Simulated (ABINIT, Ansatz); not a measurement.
## ZrZnF6 (Fm-3m): one start, several treatments of the self-energy

Wanted: the gap of ZrZnF6 (Fm-3m) under several approximations, with cost.

Method: PBEsol and many-body steps on it, plane waves, in ABINIT 10.8.3.

## Step 1: The structure

Symmetry: Fm-3m, No. 225, cubic system. Conventional cell: a = 8.058 Å, b = 8.058 Å, c = 8.058 Å, α = 90.00°, β = 90.00°, γ = 90.00°. Zr has 6 F at 2.01 Å nearest. Nearest to Zn lie 6 F at 2.02 Å. Nearest to F lie 1 Zr at 2.01 Å and 1 Zn at 2.02 Å. Farther neighbours and most contacts between anions are not listed.

Structure file:

```cif
data_structure
_symmetry_space_group_name_H-M 'Fm-3m'
_symmetry_Int_Tables_number 225
_cell_length_a 8.0578
_cell_length_b 8.0578
_cell_length_c 8.0578
_cell_angle_alpha 90.000
_cell_angle_beta 90.000
_cell_angle_gamma 90.000
_cell_volume 523.18
loop_
_atom_site_label
_atom_site_type_symbol
_atom_site_symmetry_multiplicity
_atom_site_Wyckoff_symbol
_atom_site_fract_x
_atom_site_fract_y
_atom_site_fract_z
_atom_site_occupancy
Zr1 Zr 4 a 0.00000 0.00000 0.00000 1
Zn1 Zn 4 b 0.50000 0.00000 0.00000 1
F1 F 24 e 0.24986 0.00000 0.00000 1
```

The cell and positions are those that the Materials Project relaxed with its own functionals (PBE, PBE+U or r2SCAN), kept fixed.

## Step 2: Empty states on the mesh, 2×2×2 mesh, 273 bands

This step: ABINIT 10.8.3; DFT, PBEsol, plane waves, norm-conserving pseudopotentials.

The sums over transitions need many empty states on a uniform mesh; this step solves for them.

The input, run.abi:

```
acell 3*1.0 Angstrom
rprim 
  -0.000000000000 4.028896100000 4.028896100000
  4.028896100000 -0.000000000000 4.028896100000
  4.028896100000 4.028896100000 -0.000000000000
ntypat 3
znucl 40 30 9
natom 8
typat 1 2 3 3 3 3 3 3
xred 
  0.000000000000 0.000000000000 0.000000000000
  0.500000000000 0.500000000000 0.500000000000
  0.750139860000 0.249860140000 0.249860140000
  0.249860140000 0.750139860000 0.750139860000
  0.249860140000 0.750139860000 0.249860140000
  0.750139860000 0.249860140000 0.750139860000
  0.249860140000 0.249860140000 0.750139860000
  0.750139860000 0.750139860000 0.249860140000
pp_dirpath "pseudos"
pseudos "Zr.upf, Zn.upf, F.upf"
ecut 38
ngkpt 2 2 2
nshiftk 1
shiftk 0 0 0
kptopt 1
chksymbreak 0
iscf -2
irdden 1
istwfk *1
nband 273
nbdbuf 24
tolwfr 1e-09
nstep 60
prtvol 0
indata_prefix "in"
outdata_prefix "out"
tmpdata_prefix "tmp"
```

On the command line:

```bash
OMP_NUM_THREADS=1 mpirun -n 4 abinit run.abi > log
```

Numbers of over 12 decimals in the logs are rounded to 6 here.

The log of the run:

```text
.Version 10.8.3 of ABINIT. v10.8.2 released Aug 2026.

 Symmetries : space group Fm -3 m (#225); Bravais cF (face-center cubic)
[... echo of the input left out ...]
== DATASET  1 ==================================================================
-   mpi_nproc: 4, omp_nthreads: 1 (-1 if OMP is not activated)
-    --> not optimal distribution: autoparal keyword recommended in input file <--

--- !DatasetInfo
iteration_state: {dtset: 1, }
dimensions: {natom: 8, nkpt: 3, mband: 273, nsppol: 1, nspinor: 1, nspden: 1, mpw: 9922, }
cutoff_energies: {ecut:  38.0, pawecutdg:  -1.0, }
[...]
2.93430    2.93430    2.95011    2.95011    2.95012    2.95754    2.96212    2.96226
   2.97001    2.97003    2.97014    2.97432    2.97469    2.97983    2.99307    2.99580
   2.99778
 prteigrs : prtvol=0 or 1, do not print more k-points.

== END DATASET(S) ==============================================================
================================================================================

 -outvars: echo values of variables after computation  --------
            nband         273
             nkpt           3
          spgroup         225
 [... the other variables as echoed above ...]

 Calculation completed.
```

Elapsed: 2.5 min, on 4 MPI ranks of Arm Neoverse V2, shared host; peak memory 0.46 GiB; 10 min of CPU time.

Numbers from this step:

| Item | Value |
| --- | --- |
| gap | 6.313 eV |
| k of the valence top | 0.5, 0, 0 |
| k of the conduction bottom | 0.5, 0, 0 |
| least direct gap | 6.313 eV |
| k points computed | 3 |
| lowest point of the top converged band, above the valence top | 79.3675 eV |

On this mesh the gap is 6.313 eV.

The density comes from a self-consistent run that is not shown.

## Step 3: Screening, 2×2×2 mesh, 123 bands, screening to 114.3 eV

The RPA dielectric matrix is built and inverted for each q.

This step: RPA screening on PBEsol, plane waves, norm-conserving pseudopotentials.

run.abi, as its differences from that of step 2:

```diff
@@ -26,10 +26,11 @@
 chksymbreak 0
-iscf -2
-irdden 1
 istwfk *1
-nband 273
-nbdbuf 24
-tolwfr 1e-09
-nstep 60
-prtvol 0
+occopt 1
+irdwfk 1
+optdriver 3
+nband 123
+ecuteps 4.2
+inclvkb 2
+awtr 1
+symchi 1
 indata_prefix "in"
```

The log of the run:

```text
.Version 10.8.3 of ABINIT. v10.8.2 released Aug 2026.

 Symmetries : space group Fm -3 m (#225); Bravais cF (face-center cubic)
[... echo of the input left out ...]
== DATASET  1 ==================================================================
-   mpi_nproc: 4, omp_nthreads: 1 (-1 if OMP is not activated)

--- !DatasetInfo
iteration_state: {dtset: 1, }
dimensions: {natom: 8, nkpt: 3, mband: 123, nsppol: 1, nspinor: 1, nspden: 1, mpw: 9922, }
cutoff_energies: {ecut:  38.0, pawecutdg:  -1.0, }
electrons: {nelect:   7.40000000E+01, charge:   0.00000000E+00, occopt:   1.00000000E+00, tsmear:   1.00000000E-02, }

 SCREENING: Calculation of the susceptibility and dielectric matrices

 Based on a program developped by R.W. Godby, V. Olevano, G. Onida, and L. Reining.
 Incorporated in ABINIT by V. Olevano, G.-M. Rignanese, and M. Torrent.
.Using double precision arithmetic ; gwpc =  8

[... cell and pseudopotentials left out ...]
--------------------------------------------------------------------------------

 ==== K-mesh for the wavefunctions ====
 Number of points in the irreducible wedge :     3
[... list of points left out ...]
 Together with 48 symmetry operations and time-reversal symmetry
 yields     8 points in the full Brillouin Zone.

 ==== Q-mesh for the screening function ====
 Number of points in the irreducible wedge :     3
[... list of points left out ...]
 Together with 48 symmetry operations and time-reversal symmetry
 yields     8 points in the full Brillouin Zone.

 setmesh: FFT mesh size selected  =    40x   40x   40
          total number of points  =        64000

 vcoul_init : cutoff-mode = AUXILIARY_FUNCTION
 q-points for optical limit:   1
     1)      0.000010    0.000020    0.000030

- screening: taking advantage of time-reversal symmetry
- Maximum band index for partially occupied states nbvw = 37
- Remaining bands to be divided among processors   nbcw = 86
- Number of bands treated by each node ~21

 Number of electrons calculated from density =   74.0000; Expected =   74.0000
 average of density, n =  0.083839
 r_s =    1.4174
 omega_plasma =   27.9305 [eV]

 calculating chi0 at frequencies [eV] :
  1    0.000000E+00    0.000000E+00
  2    0.000000E+00    2.793052E+01

--------------------------------------------------------------------------------
  q-point number  1        q = ( 0.000000, 0.000000, 0.000000) [r.l.u.]
--------------------------------------------------------------------------------
[... chi0 elements left out ...]
 For q-point:  0.000010 0.000020 0.000030
  dielectric constant =   2.1577
  dielectric constant without local fields =   2.3176

  Average fulfillment of the sum rule on Im[epsilon] for q-point    1 :     33.82  [%]
[... wings left out ...]
  q-point number  2        q = ( 0.500000, 0.000000, 0.000000) [r.l.u.]
--------------------------------------------------------------------------------
[... chi0 elements left out ...]
  Average fulfillment of the sum rule on Im[epsilon] for q-point    2 :     38.88  [%]

 [... 1 further q-points ...]
```

Run time: 33 s. Hardware: 4 MPI ranks; peak memory 1.6 GiB; 2.2 min of CPU time.

Numbers from this step:

- ε∞ with local fields, on this mesh, along the program's q direction: 2.158
- the same without local fields: 2.318
- plasma frequency: 27.93 eV
- plane waves in the screening matrix: 339

Local fields lower ε∞ by 7 %. On a Γ-centred mesh this coarse the value itself is usually too large, while a short band sum pulls it down.

## Step 4: G0W0, Godby-Needs plasmon pole

The self-energy is evaluated for the states that the input lists, and the levels follow from it, in one-shot runs by the linearised quasiparticle equation.

This step: G0W0 on PBEsol, plane waves, norm-conserving pseudopotentials.

run.abi, as its differences from that of step 3:

```diff
@@ -29,8 +29,17 @@
 irdwfk 1
-optdriver 3
+optdriver 4
 nband 123
+gwcalctyp 0
+ecutsigx 38
+symsigma 1
+nkptgw 2
+kptgw 
+  0.5000000000 0.0000000000 0.0000000000
+  0.0000000000 0.0000000000 0.0000000000
+bdgw 
+  36 40
+  35 40
 ecuteps 4.2
-inclvkb 2
-awtr 1
-symchi 1
+irdscr 1
+ppmodel 1
 indata_prefix "in"
```

The log of the run:

```text
.Version 10.8.3 of ABINIT. v10.8.2 released Aug 2026.

 Symmetries : space group Fm -3 m (#225); Bravais cF (face-center cubic)
[... echo of the input left out ...]
== DATASET  1 ==================================================================
-   mpi_nproc: 4, omp_nthreads: 1 (-1 if OMP is not activated)

--- !DatasetInfo
iteration_state: {dtset: 1, }
dimensions: {natom: 8, nkpt: 3, mband: 123, nsppol: 1, nspinor: 1, nspden: 1, mpw: 9922, }
cutoff_energies: {ecut:  38.0, pawecutdg:  -1.0, }
electrons: {nelect:   7.40000000E+01, charge:   0.00000000E+00, occopt:   1.00000000E+00, tsmear:   1.00000000E-02, }

 SIGMA: Calculation of the GW corrections

 Based on a program developped by R.W. Godby, V. Olevano, G. Onida, and L. Reining.
 Incorporated in ABINIT by V. Olevano, G.-M. Rignanese, and M. Torrent.
.Using double precision arithmetic ; gwpc =  8

[... cell and pseudopotentials left out ...]
--------------------------------------------------------------------------------

 ==== K-mesh for the wavefunctions ====
 Number of points in the irreducible wedge :     3
[... list of points left out ...]
 Together with 48 symmetry operations and time-reversal symmetry
 yields     8 points in the full Brillouin Zone.

 ==== Q-mesh for screening function ====
 Number of points in the irreducible wedge :     3
[... list of points left out ...]
 Together with 48 symmetry operations and time-reversal symmetry
 yields     8 points in the full Brillouin Zone.

 vcoul_init : cutoff-mode = AUXILIARY_FUNCTION
 q-points for optical limit:   1
     1)      0.000010    0.000020    0.000030
 setmesh: FFT mesh size selected  =    60x   60x   60
          total number of points  =       216000

 Number of electrons calculated from density =   74.0000; Expected =   74.0000
 average of density, n =  0.083839
 r_s =    1.4174
 omega_plasma =   27.9305 [eV]

 === KS Band Gaps ===
  >>>> For spin  1
   Minimum direct gap =   6.3132 [eV], located at k-point      :   0.5000  0.0000  0.0000
   Fundamental gap    =   6.3132 [eV], Top of valence bands at :   0.5000  0.0000  0.0000
                                       Bottom of conduction at :   0.5000  0.0000  0.0000
 SIGMA fundamental parameters:
 PLASMON POLE MODEL  1
 number of plane-waves for SigmaX                 9841
 number of plane-waves for SigmaC and W            339
 number of plane-waves for wavefunctions          9841
 number of bands                                   123
 number of independent spin polarizations            1
 number of spinorial components                      1
 number of k-points in IBZ                           3
 number of q-points in IBZ                           3
 number of symmetry operations                      48
 number of k-points in BZ                            8
 number of q-points in BZ                            8
 number of frequencies for dSigma/dE                 9
 frequency step for dSigma/dE [eV]                0.25
 number of omega for Sigma on real axis              0
 max omega for Sigma on real axis  [eV]           0.00
 zcut for avoiding poles [eV]                     0.10

 EPSILON^-1 parameters (SCR file):
 dimension of the eps^-1 matrix on file            339
 dimension of the eps^-1 matrix used               339
 number of plane-waves for wavefunctions          9841
 number of bands                                   123
 number of q-points in IBZ                           3
 number of frequencies                               2
 number of real frequencies                          1
 number of imag frequencies                          1

 matrix elements of self-energy operator (all in [eV])

 Perturbative Calculation

--- !SelfEnergy_ee
iteration_state: {dtset: 1, }
kpoint     : [   0.500,    0.000,    0.000, ]
spin       : 1
KS_gap     :    6.313
QP_gap     :   11.149
Delta_QP_KS:    4.836
data: !SigmaeeData |
     Band     E0 <VxcDFT>   SigX SigC(E0)      Z dSigC/dE  Sig(E)    E-E0       E
       36  -1.574 -28.751 -36.306   5.228   0.816  -0.225 -30.651  -1.900  -3.474
       37  -1.574 -28.751 -36.306   5.228   0.816  -0.225 -30.651  -1.900  -3.474
       38   4.739 -16.345  -9.898  -2.943   0.838  -0.194 -13.410   2.935   7.675
       39   4.840 -16.761 -10.298  -2.903   0.834  -0.199 -13.793   2.969   7.809
       40   4.840 -16.761 -10.298  -2.903   0.834  -0.199 -13.793   2.969   7.809

--- !SelfEnergy_ee
iteration_state: {dtset: 1, }
kpoint     : [   0.000,    0.000,    0.000, ]
spin       : 1
KS_gap     :    6.958
QP_gap     :   11.480
Delta_QP_KS:    4.522
data: !SigmaeeData |
     Band     E0 <VxcDFT>   SigX SigC(E0)      Z dSigC/dE  Sig(E)    E-E0       E
       35  -2.188 -22.782 -30.159   5.403   0.798  -0.254 -24.356  -1.574  -3.762
       36  -2.188 -22.782 -30.159   5.403   0.798  -0.254 -24.356  -1.574  -3.762
       37  -2.188 -22.782 -30.159   5.403   0.798  -0.254 -24.356  -1.574  -3.762
       38   4.770 -16.623 -10.168  -2.926   0.835  -0.197 -13.676   2.948   7.718
       39   4.770 -16.623 -10.168  -2.926   0.835  -0.197 -13.676   2.948   7.718
       40   4.770 -16.623 -10.168  -2.926   0.835  -0.197 -13.676   2.948   7.718

== END DATASET(S) ==============================================================
================================================================================

 -outvars: echo values of variables after computation  --------
           etotal      0.0000000000E+00
            nband         123
             nkpt           3
          spgroup         225
 [... the other variables as echoed above ...]

 Calculation completed.
```

Run time: 10 s. Hardware: 4 MPI ranks; peak memory 1.2 GiB.

Numbers from this step:

```yaml
g0w0_gap_on_the_points_computed: 11.15 eV
starting_gap_on_the_mesh: 6.313 eV
k_of_the_valence_top: 0.5, 0, 0
k_of_the_conduction_bottom: 0.5, 0, 0
z_at_the_valence_top: 0.816
z_at_the_conduction_bottom: 0.838
least_direct_g0w0_gap_on_the_computed_points: 11.15 eV
```

The gap on the mesh goes from 6.31 eV to 11.15 eV, a correction of +4.84 eV.

## Step 5: G0W0, von der Linden-Horsch plasmon pole

run.abi, as its differences from that of step 4:

```diff
@@ -43,3 +43,3 @@
 irdscr 1
-ppmodel 1
+ppmodel 3
 indata_prefix "in"
```

The log of the run:

```text
.Version 10.8.3 of ABINIT. v10.8.2 released Aug 2026.

 Symmetries : space group Fm -3 m (#225); Bravais cF (face-center cubic)
[... echo of the input left out ...]
== DATASET  1 ==================================================================
-   mpi_nproc: 4, omp_nthreads: 1 (-1 if OMP is not activated)

--- !DatasetInfo
iteration_state: {dtset: 1, }
dimensions: {natom: 8, nkpt: 3, mband: 123, nsppol: 1, nspinor: 1, nspden: 1, mpw: 9922, }
cutoff_energies: {ecut:  38.0, pawecutdg:  -1.0, }
electrons: {nelect:   7.40000000E+01, charge:   0.00000000E+00, occopt:   1.00000000E+00, tsmear:   1.00000000E-02, }

 SIGMA: Calculation of the GW corrections

 Based on a program developped by R.W. Godby, V. Olevano, G. Onida, and L. Reining.
 Incorporated in ABINIT by V. Olevano, G.-M. Rignanese, and M. Torrent.
.Using double precision arithmetic ; gwpc =  8

[... cell and pseudopotentials left out ...]
--------------------------------------------------------------------------------

 ==== K-mesh for the wavefunctions ====
 Number of points in the irreducible wedge :     3
[... list of points left out ...]
 Together with 48 symmetry operations and time-reversal symmetry
 yields     8 points in the full Brillouin Zone.

 ==== Q-mesh for screening function ====
 Number of points in the irreducible wedge :     3
[... list of points left out ...]
 Together with 48 symmetry operations and time-reversal symmetry
 yields     8 points in the full Brillouin Zone.

 vcoul_init : cutoff-mode = AUXILIARY_FUNCTION
 q-points for optical limit:   1
     1)      0.000010    0.000020    0.000030
 setmesh: FFT mesh size selected  =    60x   60x   60
          total number of points  =       216000

 Number of electrons calculated from density =   74.0000; Expected =   74.0000
[...]
number of omega for Sigma on real axis              0
 max omega for Sigma on real axis  [eV]           0.00
 zcut for avoiding poles [eV]                     0.10

 EPSILON^-1 parameters (SCR file):
 dimension of the eps^-1 matrix on file            339
 dimension of the eps^-1 matrix used               339
 number of plane-waves for wavefunctions          9841
 number of bands                                   123
 number of q-points in IBZ                           3
 number of frequencies                               2
 number of real frequencies                          1
 number of imag frequencies                          1

 matrix elements of self-energy operator (all in [eV])

 Perturbative Calculation

--- !SelfEnergy_ee
iteration_state: {dtset: 1, }
kpoint     : [   0.500,    0.000,    0.000, ]
spin       : 1
KS_gap     :    6.313
QP_gap     :   11.508
Delta_QP_KS:    5.195
data: !SigmaeeData |
     Band     E0 <VxcDFT>   SigX SigC(E0)      Z dSigC/dE  Sig(E)    E-E0       E
       36  -1.574 -28.751 -36.306   5.337   0.902  -0.108 -30.752  -2.001  -3.575
       37  -1.574 -28.751 -36.306   5.337   0.902  -0.108 -30.752  -2.001  -3.575
       38   4.739 -16.345  -9.898  -2.973   0.919  -0.088 -13.152   3.193   7.933
[...]
--- !SelfEnergy_ee
iteration_state: {dtset: 1, }
kpoint     : [   0.000,    0.000,    0.000, ]
spin       : 1
KS_gap     :    6.958
QP_gap     :   11.974
Delta_QP_KS:    5.016
data: !SigmaeeData |
     Band     E0 <VxcDFT>   SigX SigC(E0)      Z dSigC/dE  Sig(E)    E-E0       E
[...]
39   4.770 -16.623 -10.168  -2.945   0.918  -0.089 -13.400   3.224   7.994
       40   4.770 -16.623 -10.168  -2.945   0.918  -0.089 -13.400   3.224   7.994

== END DATASET(S) ==============================================================
================================================================================

 -outvars: echo values of variables after computation  --------
           etotal      0.0000000000E+00
            nband         123
             nkpt           3
          spgroup         225
 [... the other variables as echoed above ...]

 Calculation completed.
```

The job ended after 7 s (4 MPI ranks; peak memory 1.2 GiB; 28 s of CPU time).

This step gave:

```yaml
g0w0_gap_on_the_points_computed: 11.51 eV
starting_gap_on_the_mesh: 6.313 eV
k_of_the_valence_top: 0.5, 0, 0
k_of_the_conduction_bottom: 0.5, 0, 0
z_at_the_valence_top: 0.902
z_at_the_conduction_bottom: 0.919
least_direct_g0w0_gap_on_the_computed_points: 11.51 eV
```

Against G0W0 in ABINIT (2×2×2 mesh, 123 bands, screening to 114.3 eV, Godby-Needs plasmon pole), the gap moves by +0.359 eV.

## Step 6: G0W0, Engel-Farid plasmon pole

run.abi, as its differences from that of step 5:

```diff
@@ -43,3 +43,3 @@
 irdscr 1
-ppmodel 3
+ppmodel 4
 indata_prefix "in"
```

The log of the run:

```text
.Version 10.8.3 of ABINIT. v10.8.2 released Aug 2026.

 Symmetries : space group Fm -3 m (#225); Bravais cF (face-center cubic)
[... echo of the input left out ...]
== DATASET  1 ==================================================================
-   mpi_nproc: 4, omp_nthreads: 1 (-1 if OMP is not activated)

--- !DatasetInfo
iteration_state: {dtset: 1, }
dimensions: {natom: 8, nkpt: 3, mband: 123, nsppol: 1, nspinor: 1, nspden: 1, mpw: 9922, }
cutoff_energies: {ecut:  38.0, pawecutdg:  -1.0, }
[...]
Band     E0 <VxcDFT>   SigX SigC(E0)      Z dSigC/dE  Sig(E)    E-E0       E
[...]
39   4.770 -16.623 -10.168  -2.903   0.871  -0.148 -13.529   3.094   7.864
       40   4.770 -16.623 -10.168  -2.903   0.871  -0.148 -13.529   3.094   7.864

== END DATASET(S) ==============================================================
================================================================================

 -outvars: echo values of variables after computation  --------
           etotal      0.0000000000E+00
            nband         123
             nkpt           3
          spgroup         225
 [... the other variables as echoed above ...]

 Calculation completed.
```

Run time: 6.9 s. Hardware: 4 MPI ranks; peak memory 1.2 GiB.

This step gave:

| Item | Value |
| --- | --- |
| G0W0 gap on the points computed | 11.27 eV |
| starting gap on the mesh | 6.313 eV |
| k of the valence top | 0.5, 0, 0 |
| k of the conduction bottom | 0.5, 0, 0 |
| least direct G0W0 gap on the computed points | 11.27 eV |

Against G0W0 in ABINIT (2×2×2 mesh, 123 bands, screening to 114.3 eV, Godby-Needs plasmon pole), the gap moves by +0.123 eV.

(Continued in part 2 of 2.)

[Paths, hosts, dates, memory and timing lines, banners, echoed tables and standing remarks are left out of the program output.]

[Logs are printed without paths, hosts, clocks, repeated set-up lines and the standing remarks that a program may print on its own settings, such as how far it seeks lower states.]

[Runs of the session that timed out or met a known fault of the program may be left out.]

[No measured gap is set beside runs whose start may be inverted or whose files or cutoffs have a known fault.]

[Hosts, paths, dates, database ids (printed as entryN), source tags and the programs' standing remarks are cut or masked in the printed files.]

[G0W0 gaps are taken among the corrected bands and points alone; a level outside them can change the order at an edge.]

[Where Ansatz stands beside ABINIT at settings called matched, ABINIT's density can come from a denser mesh and the files from another edition; pairs whose starting gaps differed by over 0.03 eV were left out, so agreement reads better than it is.]
